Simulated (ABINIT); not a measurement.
# Beyond one shot: SiC (P6_3mc), part 2 of 3

Wanted: G0W0 and self-consistent gaps of SiC (P6_3mc), with the cost of the cycles.

ABINIT 10.8.3; PBE and many-body steps on it, plane waves. Known limits of the many-body steps: not at the basis limit; coarse k mesh.

So far. Step 4 (G0W0): The gap on the mesh goes from 2.28 eV to 2.79 eV, a correction of +0.52 eV. Step 5 (QSGW, cycle 1): Against G0W0 in ABINIT (3×3×4 mesh, 75 bands, screening to 136.1 eV, Godby-Needs plasmon pole), the gap moves by +0.089 eV.

## (6) Screening, 3×3×4 mesh, 75 bands, screening to 136.1 eV

This step: RPA screening on PBE, plane waves, norm-conserving pseudopotentials.

The input, run.abi:

```
acell 3*1.0 Angstrom
rprim 
  3.073513928196 0.000000000001 0.000000000000
  -1.536756964099 2.661741140703 0.000000000000
  0.000000000000 0.000000000000 5.045247710000
ntypat 2
znucl 14 6
natom 4
typat 1 1 2 2
xred 
  0.333333333333 0.666666666667 0.499602400000
  0.666666666667 0.333333333333 0.999602400000
  0.333333333333 0.666666666667 0.875397600000
  0.666666666667 0.333333333333 0.375397600000
pp_dirpath "pseudos"
pseudos "Si.upf, C.upf"
ecut 37
ngkpt 3 3 4
nshiftk 1
shiftk 0 0 0
kptopt 1
chksymbreak 0
istwfk *1
occopt 1
irdwfk 1
optdriver 3
nband 75
ecuteps 5
inclvkb 2
awtr 1
symchi 1
gwcalctyp 28
mbpt_sciss 1.095 eV
nqptdm 1
qptdm 
  0 0 0
indata_prefix "in"
outdata_prefix "out"
tmpdata_prefix "tmp"
```

Launch:

```bash
OMP_NUM_THREADS=1 mpirun -n 4 abinit run.abi > log
```

Log:

```text
.Version 10.8.3 of ABINIT. v10.8.2 released Aug 2026.

 Symmetries : space group P6_3 m c (#186); Bravais hP (primitive hexag.)
[... echo of the input left out ...]
== DATASET  1 ==================================================================
-   mpi_nproc: 4, omp_nthreads: 1 (-1 if OMP is not activated)

--- !DatasetInfo
iteration_state: {dtset: 1, }
dimensions: {natom: 4, nkpt: 9, mband: 75, nsppol: 1, nspinor: 1, nspden: 1, mpw: 3015, }
cutoff_energies: {ecut:  37.0, pawecutdg:  -1.0, }
electrons: {nelect:   1.60000000E+01, charge:   0.00000000E+00, occopt:   1.00000000E+00, tsmear:   1.00000000E-02, }

 SCREENING: Calculation of the susceptibility and dielectric matrices

 Based on a program developped by R.W. Godby, V. Olevano, G. Onida, and L. Reining.
 Incorporated in ABINIT by V. Olevano, G.-M. Rignanese, and M. Torrent.
.Using double precision arithmetic ; gwpc =  8

[... cell and pseudopotentials left out ...]
--------------------------------------------------------------------------------

 ==== K-mesh for the wavefunctions ====
 Number of points in the irreducible wedge :     9
[... list of points left out ...]
 Together with 12 symmetry operations and time-reversal symmetry
 yields    36 points in the full Brillouin Zone.

 ==== Q-mesh for the screening function ====
 Number of points in the irreducible wedge :     9
[... list of points left out ...]
 Together with 12 symmetry operations and time-reversal symmetry
 yields    36 points in the full Brillouin Zone.

 setmesh: FFT mesh size selected  =    20x   20x   36
          total number of points  =        14400

 vcoul_init : cutoff-mode = AUXILIARY_FUNCTION
 q-points for optical limit:   1
     1)      0.000010    0.000020    0.000030

 Dielectric matrix will be calculated only for some
 selected q points provided by the user through the input variables
 nqptdm and qptdm

- screening: taking advantage of time-reversal symmetry
- Maximum band index for partially occupied states nbvw = 8
- Remaining bands to be divided among processors   nbcw = 67
- Number of bands treated by each node ~16

 rdqps: reading QP wavefunctions of the previous step
        looking for file in_QPS
 file not found, 1st iteration initialized with KS eigenelements

 screening : performing a first self-consistency
 update of the energies in W by a scissor operator
 applying a scissor operator of [eV] :   1.095

 Number of electrons calculated from density =   16.0000; Expected =   16.0000
 average of density, n =  0.057443
 r_s =    1.6078
 omega_plasma =   23.1193 [eV]

 calculating chi0 at frequencies [eV] :
  1    0.000000E+00    0.000000E+00
  2    0.000000E+00    2.311935E+01

--------------------------------------------------------------------------------
  q-point number  1        q = ( 0.000000, 0.000000, 0.000000) [r.l.u.]
--------------------------------------------------------------------------------
[... chi0 elements left out ...]
 For q-point:  0.000010 0.000020 0.000030
  dielectric constant =   7.9672
  dielectric constant without local fields =   8.6352

  Average fulfillment of the sum rule on Im[epsilon] for q-point    1 :     80.96  [%]
[... wings left out ...]
== END DATASET(S) ==============================================================
================================================================================

 -outvars: echo values of variables after computation  --------
           etotal      0.0000000000E+00
            nband          75
             nkpt           9
          spgroup         186
 [... the other variables as echoed above ...]

 Calculation completed.
```

It took 4.3 s on 4 MPI ranks of Arm Neoverse V1, shared host; peak memory 0.46 GiB; 17 s of CPU time.

Numbers from this step:

```yaml
eps_infinity_with_local_fields_on_this_mesh_along_the_program_s_q_direction: 7.967
the_same_without_local_fields: 8.635
plasma_frequency: 23.12 eV
plane_waves_in_the_screening_matrix: 135
```

This screening uses the functional's bands under a rigid shift, the mean opening of the cycle before.

## (7) Screening, 3×3×4 mesh, 75 bands, screening to 136.1 eV

This step: RPA screening on PBE from quasiparticle energies and orbitals, plane waves, norm-conserving pseudopotentials.

run.abi, as its differences from that of step 6:

```diff
@@ -31,7 +31,14 @@
 symchi 1
+irdqps 1
 gwcalctyp 28
-mbpt_sciss 1.095 eV
-nqptdm 1
+nqptdm 8
 qptdm 
-  0 0 0
+  0.3333333333 0.0000000000 0.0000000000
+  0.3333333333 0.3333333333 0.0000000000
+  0.0000000000 0.0000000000 0.2500000000
+  0.3333333333 0.0000000000 0.2500000000
+  0.3333333333 0.3333333333 0.2500000000
+  0.0000000000 0.0000000000 0.5000000000
+  0.3333333333 0.0000000000 0.5000000000
+  0.3333333333 0.3333333333 0.5000000000
 indata_prefix "in"
```

The input, mrgscr.stdin:

```
2
merged
q0_SCR
out_SCR
1
```

Launch:

```bash
OMP_NUM_THREADS=1 mpirun -n 4 abinit run.abi > log; mrgscr < mrgscr.stdin
```

Log:

```text
.Version 10.8.3 of ABINIT. v10.8.2 released Aug 2026.

 Symmetries : space group P6_3 m c (#186); Bravais hP (primitive hexag.)
[... echo of the input left out ...]
== DATASET  1 ==================================================================
-   mpi_nproc: 4, omp_nthreads: 1 (-1 if OMP is not activated)

--- !DatasetInfo
iteration_state: {dtset: 1, }
dimensions: {natom: 4, nkpt: 9, mband: 75, nsppol: 1, nspinor: 1, nspden: 1, mpw: 3015, }
cutoff_energies: {ecut:  37.0, pawecutdg:  -1.0, }
[...]
q-point number  1        q = ( 0.333333, 0.000000, 0.000000) [r.l.u.]
--------------------------------------------------------------------------------
[... chi0 elements left out ...]
  Average fulfillment of the sum rule on Im[epsilon] for q-point    2 :     89.01  [%]

--------------------------------------------------------------------------------
  q-point number  2        q = ( 0.333333, 0.333333, 0.000000) [r.l.u.]
--------------------------------------------------------------------------------
[... chi0 elements left out ...]
  Average fulfillment of the sum rule on Im[epsilon] for q-point    3 :     85.28  [%]

 [... 6 further q-points ...]
```

Run time: 7.2 s. Hardware: 4 MPI ranks; peak memory 0.48 GiB; 28 s of CPU time.

Numbers from this step:

- plasma frequency: 23.12 eV
- plane waves in the screening matrix: 135

This screening reads the quasiparticle levels of the cycle before.

## (8) QSGW, cycle 2

The corrected levels of the last cycle go back in.

This step: QSGW on PBE, plane waves, norm-conserving pseudopotentials.

run.abi, as its differences from that of step 7:

```diff
@@ -25,12 +25,10 @@
 irdwfk 1
-optdriver 3
+optdriver 4
 nband 75
-ecuteps 5
-inclvkb 2
-awtr 1
-symchi 1
-irdqps 1
 gwcalctyp 28
-nqptdm 8
-qptdm 
+ecutsigx 37
+symsigma 0
+nkptgw 9
+kptgw 
+  0.0000000000 0.0000000000 0.0000000000
   0.3333333333 0.0000000000 0.0000000000
@@ -43,2 +41,17 @@
   0.3333333333 0.3333333333 0.5000000000
+bdgw 
+  1 22
+  1 22
+  1 22
+  1 22
+  1 22
+  1 22
+  1 22
+  1 22
+  1 22
+ecuteps 5
+irdscr 1
+ppmodel 1
+irdqps 1
+rhoqpmix 0.3
 indata_prefix "in"
```

Launch:

```bash
OMP_NUM_THREADS=1 mpirun -n 4 abinit run.abi > log
```

Log:

```text
.Version 10.8.3 of ABINIT. v10.8.2 released Aug 2026.

 Symmetries : space group P6_3 m c (#186); Bravais hP (primitive hexag.)
[... echo of the input left out ...]
== DATASET  1 ==================================================================
-   mpi_nproc: 4, omp_nthreads: 1 (-1 if OMP is not activated)

--- !DatasetInfo
iteration_state: {dtset: 1, }
dimensions: {natom: 4, nkpt: 9, mband: 75, nsppol: 1, nspinor: 1, nspden: 1, mpw: 3015, }
cutoff_energies: {ecut:  37.0, pawecutdg:  -1.0, }
[...]
.  kptgw no:  3; Maximum DeltaE = (  -0.288   0.021) for band index:  2
[...]
.  kptgw no:  8; Maximum DeltaE = (  -0.299   0.018) for band index:  2
.  kptgw no:  9; Maximum DeltaE = (   0.304  -0.003) for band index: 21

== END DATASET(S) ==============================================================
================================================================================

 -outvars: echo values of variables after computation  --------
           etotal      0.0000000000E+00
            nband          75
             nkpt           9
          spgroup         186
 [... the other variables as echoed above ...]

 Calculation completed.
```

Elapsed: 67 s, on 4 MPI ranks; peak memory 1 GiB; 4.4 min of CPU time.

Numbers from this step:

* quasiparticle gap on the mesh: 2.947 eV
* gap of the density functional on the mesh: 2.275 eV
* k of the valence top: 0, 0, 0
* k of the conduction bottom: 0.3333, 0.3333, 0
* least direct quasiparticle gap on the computed points: 5.329 eV

Against the cycle before, the gap moves by +0.067 eV.

## (9) Screening, 3×3×4 mesh, 75 bands, screening to 136.1 eV

This step: RPA screening on PBE, plane waves, norm-conserving pseudopotentials.

The input, run.abi:

```
acell 3*1.0 Angstrom
rprim 
  3.073513928196 0.000000000001 0.000000000000
  -1.536756964099 2.661741140703 0.000000000000
  0.000000000000 0.000000000000 5.045247710000
ntypat 2
znucl 14 6
natom 4
typat 1 1 2 2
xred 
  0.333333333333 0.666666666667 0.499602400000
  0.666666666667 0.333333333333 0.999602400000
  0.333333333333 0.666666666667 0.875397600000
  0.666666666667 0.333333333333 0.375397600000
pp_dirpath "pseudos"
pseudos "Si.upf, C.upf"
ecut 37
ngkpt 3 3 4
nshiftk 1
shiftk 0 0 0
kptopt 1
chksymbreak 0
istwfk *1
occopt 1
irdwfk 1
optdriver 3
nband 75
ecuteps 5
inclvkb 2
awtr 1
symchi 1
gwcalctyp 28
mbpt_sciss 1.152 eV
nqptdm 1
qptdm 
  0 0 0
indata_prefix "in"
outdata_prefix "out"
tmpdata_prefix "tmp"
```

Log:

```text
.Version 10.8.3 of ABINIT. v10.8.2 released Aug 2026.

 Symmetries : space group P6_3 m c (#186); Bravais hP (primitive hexag.)
[... echo of the input left out ...]
== DATASET  1 ==================================================================
-   mpi_nproc: 4, omp_nthreads: 1 (-1 if OMP is not activated)

--- !DatasetInfo
iteration_state: {dtset: 1, }
dimensions: {natom: 4, nkpt: 9, mband: 75, nsppol: 1, nspinor: 1, nspden: 1, mpw: 3015, }
cutoff_energies: {ecut:  37.0, pawecutdg:  -1.0, }
[...]
[... chi0 elements left out ...]
 For q-point:  0.000010 0.000020 0.000030
  dielectric constant =   7.9206
  dielectric constant without local fields =   8.5814

  Average fulfillment of the sum rule on Im[epsilon] for q-point    1 :     81.14  [%]
[... wings left out ...]
== END DATASET(S) ==============================================================
================================================================================

 -outvars: echo values of variables after computation  --------
           etotal      0.0000000000E+00
            nband          75
             nkpt           9
          spgroup         186
 [... the other variables as echoed above ...]

 Calculation completed.
```

Wall time 4.3 s (4 MPI ranks); peak memory 0.46 GiB; 17 s of CPU time.

This step gave:

| Item | Value |
| --- | --- |
| ε∞ with local fields, on this mesh, along the program's q direction | 7.921 |
| the same without local fields | 8.581 |
| plasma frequency | 23.12 eV |
| plane waves in the screening matrix | 135 |

This screening uses the functional's bands under a rigid shift, the mean opening of the cycle before.

## (10) Screening, 3×3×4 mesh, 75 bands, screening to 136.1 eV

This step: RPA screening on PBE from quasiparticle energies and orbitals, plane waves, norm-conserving pseudopotentials.

run.abi, as its differences from that of step 9:

```diff
@@ -31,7 +31,14 @@
 symchi 1
+irdqps 1
 gwcalctyp 28
-mbpt_sciss 1.152 eV
-nqptdm 1
+nqptdm 8
 qptdm 
-  0 0 0
+  0.3333333333 0.0000000000 0.0000000000
+  0.3333333333 0.3333333333 0.0000000000
+  0.0000000000 0.0000000000 0.2500000000
+  0.3333333333 0.0000000000 0.2500000000
+  0.3333333333 0.3333333333 0.2500000000
+  0.0000000000 0.0000000000 0.5000000000
+  0.3333333333 0.0000000000 0.5000000000
+  0.3333333333 0.3333333333 0.5000000000
 indata_prefix "in"
```

mrgscr.stdin is that of step 7.

Launch:

```bash
OMP_NUM_THREADS=1 mpirun -n 4 abinit run.abi > log; mrgscr < mrgscr.stdin
```

Log:

```text
.Version 10.8.3 of ABINIT. v10.8.2 released Aug 2026.

 Symmetries : space group P6_3 m c (#186); Bravais hP (primitive hexag.)
[... echo of the input left out ...]
== DATASET  1 ==================================================================
-   mpi_nproc: 4, omp_nthreads: 1 (-1 if OMP is not activated)

--- !DatasetInfo
iteration_state: {dtset: 1, }
dimensions: {natom: 4, nkpt: 9, mband: 75, nsppol: 1, nspinor: 1, nspden: 1, mpw: 3015, }
cutoff_energies: {ecut:  37.0, pawecutdg:  -1.0, }
[...]
q-point number  1        q = ( 0.333333, 0.000000, 0.000000) [r.l.u.]
--------------------------------------------------------------------------------
[... chi0 elements left out ...]
  Average fulfillment of the sum rule on Im[epsilon] for q-point    2 :     89.29  [%]

--------------------------------------------------------------------------------
  q-point number  2        q = ( 0.333333, 0.333333, 0.000000) [r.l.u.]
--------------------------------------------------------------------------------
[... chi0 elements left out ...]
  Average fulfillment of the sum rule on Im[epsilon] for q-point    3 :     85.59  [%]

 [... 6 further q-points ...]
```

Wall time 7 s (4 MPI ranks); peak memory 0.48 GiB.

Numbers from this step:

* plasma frequency: 23.12 eV
* plane waves in the screening matrix: 135

This screening reads the quasiparticle levels of the cycle before.

## (11) QSGW, cycle 3

This step: QSGW on PBE, plane waves, norm-conserving pseudopotentials.

run.abi, as its differences from that of step 10:

```diff
@@ -25,12 +25,10 @@
 irdwfk 1
-optdriver 3
+optdriver 4
 nband 75
-ecuteps 5
-inclvkb 2
-awtr 1
-symchi 1
-irdqps 1
 gwcalctyp 28
-nqptdm 8
-qptdm 
+ecutsigx 37
+symsigma 0
+nkptgw 9
+kptgw 
+  0.0000000000 0.0000000000 0.0000000000
   0.3333333333 0.0000000000 0.0000000000
@@ -43,2 +41,17 @@
   0.3333333333 0.3333333333 0.5000000000
+bdgw 
+  1 22
+  1 22
+  1 22
+  1 22
+  1 22
+  1 22
+  1 22
+  1 22
+  1 22
+ecuteps 5
+irdscr 1
+ppmodel 1
+irdqps 1
+rhoqpmix 0.3
 indata_prefix "in"
```

Launch:

```bash
OMP_NUM_THREADS=1 mpirun -n 4 abinit run.abi > log
```

Log:

```text
.Version 10.8.3 of ABINIT. v10.8.2 released Aug 2026.

 Symmetries : space group P6_3 m c (#186); Bravais hP (primitive hexag.)
[... echo of the input left out ...]
== DATASET  1 ==================================================================
-   mpi_nproc: 4, omp_nthreads: 1 (-1 if OMP is not activated)

--- !DatasetInfo
iteration_state: {dtset: 1, }
dimensions: {natom: 4, nkpt: 9, mband: 75, nsppol: 1, nspinor: 1, nspden: 1, mpw: 3015, }
cutoff_energies: {ecut:  37.0, pawecutdg:  -1.0, }
[...]
.  kptgw no:  3; Maximum DeltaE = (  -0.070   0.005) for band index:  8
[...]
.  kptgw no:  8; Maximum DeltaE = (  -0.073   0.000) for band index:  8
.  kptgw no:  9; Maximum DeltaE = (  -0.079   0.000) for band index:  8

== END DATASET(S) ==============================================================
================================================================================

 -outvars: echo values of variables after computation  --------
           etotal      0.0000000000E+00
            nband          75
             nkpt           9
          spgroup         186
 [... the other variables as echoed above ...]

 Calculation completed.
```

The job ended after 67 s (4 MPI ranks; peak memory 1 GiB).

Numbers from this step:

* quasiparticle gap on the mesh: 3.099 eV
* gap of the density functional on the mesh: 2.275 eV
* k of the valence top: 0, 0, 0
* k of the conduction bottom: 0.3333, 0.3333, 0
* least direct quasiparticle gap on the computed points: 5.455 eV

Against the cycle before, the gap moves by +0.152 eV.

## (12) Screening, 3×3×4 mesh, 75 bands, screening to 136.1 eV

This step: RPA screening on PBE, plane waves, norm-conserving pseudopotentials.

The input, run.abi:

```
acell 3*1.0 Angstrom
rprim 
  3.073513928196 0.000000000001 0.000000000000
  -1.536756964099 2.661741140703 0.000000000000
  0.000000000000 0.000000000000 5.045247710000
ntypat 2
znucl 14 6
natom 4
typat 1 1 2 2
xred 
  0.333333333333 0.666666666667 0.499602400000
  0.666666666667 0.333333333333 0.999602400000
  0.333333333333 0.666666666667 0.875397600000
  0.666666666667 0.333333333333 0.375397600000
pp_dirpath "pseudos"
pseudos "Si.upf, C.upf"
ecut 37
ngkpt 3 3 4
nshiftk 1
shiftk 0 0 0
kptopt 1
chksymbreak 0
istwfk *1
occopt 1
irdwfk 1
optdriver 3
nband 75
ecuteps 5
inclvkb 2
awtr 1
symchi 1
gwcalctyp 28
mbpt_sciss 1.260 eV
nqptdm 1
qptdm 
  0 0 0
indata_prefix "in"
outdata_prefix "out"
tmpdata_prefix "tmp"
```

Log:

```text
.Version 10.8.3 of ABINIT. v10.8.2 released Aug 2026.

 Symmetries : space group P6_3 m c (#186); Bravais hP (primitive hexag.)
[... echo of the input left out ...]
== DATASET  1 ==================================================================
-   mpi_nproc: 4, omp_nthreads: 1 (-1 if OMP is not activated)

--- !DatasetInfo
iteration_state: {dtset: 1, }
dimensions: {natom: 4, nkpt: 9, mband: 75, nsppol: 1, nspinor: 1, nspden: 1, mpw: 3015, }
cutoff_energies: {ecut:  37.0, pawecutdg:  -1.0, }
[...]
[... chi0 elements left out ...]
 For q-point:  0.000010 0.000020 0.000030
  dielectric constant =   7.8342
  dielectric constant without local fields =   8.4814

  Average fulfillment of the sum rule on Im[epsilon] for q-point    1 :     81.49  [%]
[... wings left out ...]
== END DATASET(S) ==============================================================
================================================================================

 -outvars: echo values of variables after computation  --------
           etotal      0.0000000000E+00
            nband          75
             nkpt           9
          spgroup         186
 [... the other variables as echoed above ...]

 Calculation completed.
```

Elapsed: 4.2 s, on 4 MPI ranks; peak memory 0.45 GiB.

Numbers from this step:

```yaml
eps_infinity_with_local_fields_on_this_mesh_along_the_program_s_q_direction: 7.834
the_same_without_local_fields: 8.481
plasma_frequency: 23.12 eV
plane_waves_in_the_screening_matrix: 135
```

This screening uses the functional's bands under a rigid shift, the mean opening of the cycle before.

## (13) Screening, 3×3×4 mesh, 75 bands, screening to 136.1 eV

This step: RPA screening on PBE from quasiparticle energies and orbitals, plane waves, norm-conserving pseudopotentials.

run.abi, as its differences from that of step 12:

```diff
@@ -31,7 +31,14 @@
 symchi 1
+irdqps 1
 gwcalctyp 28
-mbpt_sciss 1.260 eV
-nqptdm 1
+nqptdm 8
 qptdm 
-  0 0 0
+  0.3333333333 0.0000000000 0.0000000000
+  0.3333333333 0.3333333333 0.0000000000
+  0.0000000000 0.0000000000 0.2500000000
+  0.3333333333 0.0000000000 0.2500000000
+  0.3333333333 0.3333333333 0.2500000000
+  0.0000000000 0.0000000000 0.5000000000
+  0.3333333333 0.0000000000 0.5000000000
+  0.3333333333 0.3333333333 0.5000000000
 indata_prefix "in"
```

mrgscr.stdin is that of step 10.

Launch:

```bash
OMP_NUM_THREADS=1 mpirun -n 4 abinit run.abi > log; mrgscr < mrgscr.stdin
```

Log:

```text
.Version 10.8.3 of ABINIT. v10.8.2 released Aug 2026.

 Symmetries : space group P6_3 m c (#186); Bravais hP (primitive hexag.)
[... echo of the input left out ...]
== DATASET  1 ==================================================================
-   mpi_nproc: 4, omp_nthreads: 1 (-1 if OMP is not activated)

--- !DatasetInfo
iteration_state: {dtset: 1, }
dimensions: {natom: 4, nkpt: 9, mband: 75, nsppol: 1, nspinor: 1, nspden: 1, mpw: 3015, }
cutoff_energies: {ecut:  37.0, pawecutdg:  -1.0, }
[...]
q-point number  1        q = ( 0.333333, 0.000000, 0.000000) [r.l.u.]
--------------------------------------------------------------------------------
[... chi0 elements left out ...]
  Average fulfillment of the sum rule on Im[epsilon] for q-point    2 :     89.38  [%]

--------------------------------------------------------------------------------
  q-point number  2        q = ( 0.333333, 0.333333, 0.000000) [r.l.u.]
--------------------------------------------------------------------------------
[... chi0 elements left out ...]
  Average fulfillment of the sum rule on Im[epsilon] for q-point    3 :     85.66  [%]

 [... 6 further q-points ...]
```

Elapsed: 7 s, on 4 MPI ranks; peak memory 0.48 GiB.

This step gave:

| Item | Value |
| --- | --- |
| plasma frequency | 23.12 eV |
| plane waves in the screening matrix | 135 |

This screening reads the quasiparticle levels of the cycle before.

(Continued in part 3 of 3.)

[Paths, hosts, dates, memory and timing lines, banners, echoed tables and standing remarks are left out of the program output.]

[Logs are printed without paths, hosts, clocks, repeated set-up lines and the standing remarks that a program may print on its own settings, such as how far it seeks lower states.]

[Runs of the session that timed out or met a known fault of the program may be left out.]

[Hosts, paths, dates, database ids (printed as entryN), source tags and the programs' standing remarks are cut or masked in the printed files.]

[G0W0 gaps are taken among the corrected bands and points alone; a level outside them can change the order at an edge.]

[Where Ansatz stands beside ABINIT at settings called matched, ABINIT's density can come from a denser mesh and the files from another edition; pairs whose starting gaps differed by over 0.03 eV were left out, so agreement reads better than it is.]
